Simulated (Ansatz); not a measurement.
# NbInO4 (P2/c): how G0W0 depends on its starting point

One-shot GW is not self-consistent; how far does the start matter for NbInO4 (P2/c)?

Main program and level: Ansatz 0.2.0; G0W0 on several functionals, plane waves, PAW.

Most raw output is cut from this account.

In doubt: masses and optical values from hybrid runs of this build are listed as unsure (steps 3, 4), which bears on the screening that GW takes from such a start.

## (1) Set-up

Symmetry: P2/c, No. 13, monoclinic system. Conventional cell: a = 4.835 Å, b = 5.771 Å, c = 5.144 Å, α = 90.00°, β = 91.13°, γ = 90.00°. Nb has 6 O at 1.88 to 2.15 Å nearest. In has 6 O at 2.10 to 2.23 Å nearest. O has 1 Nb at 1.88 Å and 2 In at 2.15 to 2.23 Å nearest. Nearest to O lie 2 Nb at 1.98 to 2.15 Å and 1 In at 2.10 Å. Farther neighbours and most contacts between anions are not listed.

The cell and positions come from the Crystallography Open Database and are kept as given unless a step says otherwise. The default PAW set here is soft_2. Its files were made with PBE.

## (2) G0W0 on r2SCAN

G0W0 replaces the xc potential by the self-energy, built once from these orbitals. Only a window of levels is corrected, while the sums run over the empty bands that the input names.

This step: G0W0 on r2SCAN, plane waves, PAW.

The input, input.yaml:

```yaml
crystal:
  lattice:
    - [4.8355, 0.0, 0.0]
    - [0.0, 5.7709, 0.0]
    - [-0.1014445258, 0.0, 5.1429996119]
  atoms:
    - { symbol: Nb, position: [0.0, 0.1779, 0.25] }
    - { symbol: Nb, position: [0.0, 0.8221, 0.75] }
    - { symbol: In, position: [0.5, 0.6825, 0.25] }
    - { symbol: In, position: [0.5, 0.3175, 0.75] }
    - { symbol: O, position: [0.26, 0.618, 0.901] }
    - { symbol: O, position: [0.74, 0.618, 0.599] }
    - { symbol: O, position: [0.74, 0.382, 0.099] }
    - { symbol: O, position: [0.26, 0.382, 0.401] }
    - { symbol: O, position: [0.217, 0.898, 0.438] }
    - { symbol: O, position: [0.783, 0.898, 0.062] }
    - { symbol: O, position: [0.783, 0.102, 0.562] }
    - { symbol: O, position: [0.217, 0.102, 0.938] }
kpoints:
  mp_grid: { grid: [4, 2, 4] }
hamiltonian:
  xc: r2scan
scf:
  occupations: { method: fixed }
gw:
  n_empty_bands: 306
  ecut_chi: 96
  qp_bands: [v4, c4]
  qp_kpoints: band_edges
  screening: { model: contour_deformation }
```

On the command line:

```bash
ansatz run input.yaml --threads 24 --pin off --max-ram 82944MiB --backend cuda --events-out ev --progress --plain --runs-dir out --devices 1 --max-vram 78GiB
```

Wall time 10 s (1 × NVIDIA GB200 (shared by 2 runs) with 24 threads of Arm Neoverse V2, shared host); peak memory 2.7 GiB; 39 s of CPU time.

This step gave:

```yaml
bands_summed: 356
rpa_eps_infinity_on_this_mesh_eigenvalues: 4.447, 4.540, 4.792
plane_waves_in_the_screening_matrix: 295
q_points_in_the_mesh: 32
g0w0_gap_on_the_mesh: 4.905 eV
k_of_the_valence_top: 0.25, 0, -0.25
k_of_the_conduction_bottom: 0.25, 0, -0.5
starting_gap_on_the_mesh: 3.846 eV
z_at_the_valence_top: 0.7562
z_at_the_conduction_bottom: 0.7994
least_direct_g0w0_gap_on_the_computed_points: 5.012 eV
```

The gap on the mesh goes from 3.85 eV to 4.90 eV, a correction of +1.06 eV. Between the two edge states, bare exchange in place of the xc potential would open the gap by 10.37 eV, and correlation takes back 9.31 eV.

## (3) G0W0 on HSE06

One-shot GW remembers its start. Another functional's orbitals and levels show by how much.

This step: G0W0 on HSE06, plane waves, PAW.

input.yaml, as its differences from that of step 2:

```diff
@@ -21,3 +21,3 @@
 hamiltonian:
-  xc: r2scan
+  xc: hse06
 scf:
```

Wall time 31 s (1 × NVIDIA GB200 (shared by 2 runs) with 24 threads); peak memory 2.6 GiB.

Numbers from this step:

```
bands summed                                 : 356
RPA ε∞ on this mesh (eigenvalues)            : 3.902, 3.972, 4.173
plane waves in the screening matrix          : 295
q-points in the mesh                         : 32
G0W0 gap on the mesh                         : 5.311 eV
k of the valence top                         : 0.25, 0, -0.25
k of the conduction bottom                   : 0.25, 0, -0.5
starting gap on the mesh                     : 4.899 eV
Z at the valence top                         : 0.7809
Z at the conduction bottom                   : 0.8215
least direct G0W0 gap on the computed points : 5.417 eV
```

Against the run with 4×2×4 mesh, 306 empty bands, screening to 96 eV on r2SCAN, the gap moves by +0.41 eV, while the start moved by +1.05 eV.

## (4) G0W0 on PBE0

This step: G0W0 on PBE0, plane waves, PAW.

input.yaml, as its differences from that of step 3:

```diff
@@ -21,3 +21,3 @@
 hamiltonian:
-  xc: hse06
+  xc: pbe0
 scf:
```

It took 30 s on 1 × NVIDIA GB200 (shared by 2 runs) with 24 threads; peak memory 2.7 GiB; 92 s of CPU time.

Numbers from this step:

* bands summed: 356
* RPA ε∞ on this mesh (eigenvalues): 3.684, 3.754, 3.934
* plane waves in the screening matrix: 295
* G0W0 gap on the mesh: 5.539 eV
* k of the valence top: 0.25, 0, -0.25
* k of the conduction bottom: 0.25, 0, -0.5
* starting gap on the mesh: 5.661 eV
* least direct G0W0 gap on the computed points: 5.649 eV

Against the run with 4×2×4 mesh, 306 empty bands, screening to 96 eV on HSE06, the gap moves by +0.23 eV, while the start moved by +0.76 eV.

## (5) Side by side

All on the 4×2×4 mesh with 306 empty bands and screening to 96 eV. Times are wall times on 1 × NVIDIA GB200 (shared by 2 runs) with 24 threads of Arm Neoverse V2, shared host, good to a factor of about two.

| start | starting gap (eV) | shift (eV) | G0W0 gap (eV) | RPA ε∞ (harmonic mean) | Z (valence, conduction) | time |
| --- | --- | --- | --- | --- | --- | --- |
| r2SCAN | 3.85 | +1.06 | 4.90 | 4.59 | 0.76, 0.80 | 10 s |
| HSE06 | 4.90 | +0.41 | 5.31 | 4.01 | 0.78, 0.82 | 31 s |
| PBE0 | 5.66 | −0.12 | 5.54 | 3.79 | 0.79, 0.83 | 30 s |

How the two edges are built up, in eV (the quasiparticle level is the starting level plus Σx plus Σc less Vxc):

| run | edge | start | Σx | Σc | Vxc | Z | QP |
| --- | --- | --- | --- | --- | --- | --- | --- |
| r2SCAN | valence top | 8.62 | -26.33 | 4.65 | -21.61 | 0.76 | 8.55 |
| r2SCAN | conduction bottom | 12.46 | -13.07 | -4.66 | -18.72 | 0.80 | 13.45 |
| HSE06 | valence top | 7.89 | -26.38 | 4.39 | -22.33 | 0.78 | 8.22 |
| HSE06 | conduction bottom | 12.78 | -12.64 | -4.50 | -17.89 | 0.82 | 13.53 |
| PBE0 | valence top | 7.49 | -26.39 | 4.26 | -22.74 | 0.79 | 8.09 |
| PBE0 | conduction bottom | 13.15 | -12.61 | -4.39 | -17.48 | 0.83 | 13.63 |

For a hybrid start, Vxc holds its share of exact exchange.

## (6) Results

```yaml
g0w0_r2scan: 4.90 eV (start 3.85 eV)
g0w0_hse06: 5.31 eV (start 4.90 eV)
g0w0_pbe0: 5.54 eV (start 5.66 eV)
known_limits: not at the basis limit; no spin-orbit coupling; coarse k mesh
```

In words: The starting gaps span 1.81 eV and the G0W0 gaps 0.63 eV. Between r2SCAN and PBE0, 0.63 eV of the 1.81 eV survives, 35 %. PBE0 screens less than r2SCAN (ε∞ 3.79 against 4.59). Of the 0.63 eV by which its G0W0 gap is higher, the correlation part gives +0.66 eV, and exchange with the one-particle terms, which follow the orbitals, −0.03 eV. On PBE0 the correction is negative: that start lies above its own G0W0 value. The smallest correction, −0.12 eV, is on PBE0, the start nearest to reproducing itself. Bands and cutoff are finite, so the gap is not at the basis limit. The miss can reach some tenths of an eV and take either sign; the mesh is an error of its own. The 4×2×4 mesh is coarse for this cell (its supercell is 12 Å along the shortest edge). The RPA ε∞ on it, from the r2SCAN start, is 4.45, 4.54 and 4.79; such meshes misread the long-range screening, most where the gap is narrow. The program warns that the mesh is coarse for exact exchange, which bears on the hybrid start's gap. The many-body steps are scalar-relativistic: spin-orbit coupling is not in them.

[Paths, hosts, dates, memory and timing lines, banners, echoed tables and standing remarks are left out of the program output.]

[Logs are printed without paths, hosts, clocks, repeated set-up lines and the standing remarks that a program may print on its own settings, such as how far it seeks lower states.]

[Runs of the session that timed out or met a known fault of the program may be left out.]

[Cells called generated may have been cut or substituted from an entry of the Crystallography Open Database or the Materials Project.]

[Hosts, paths, dates, database ids (printed as entryN), source tags and the programs' standing remarks are cut or masked in the printed files.]
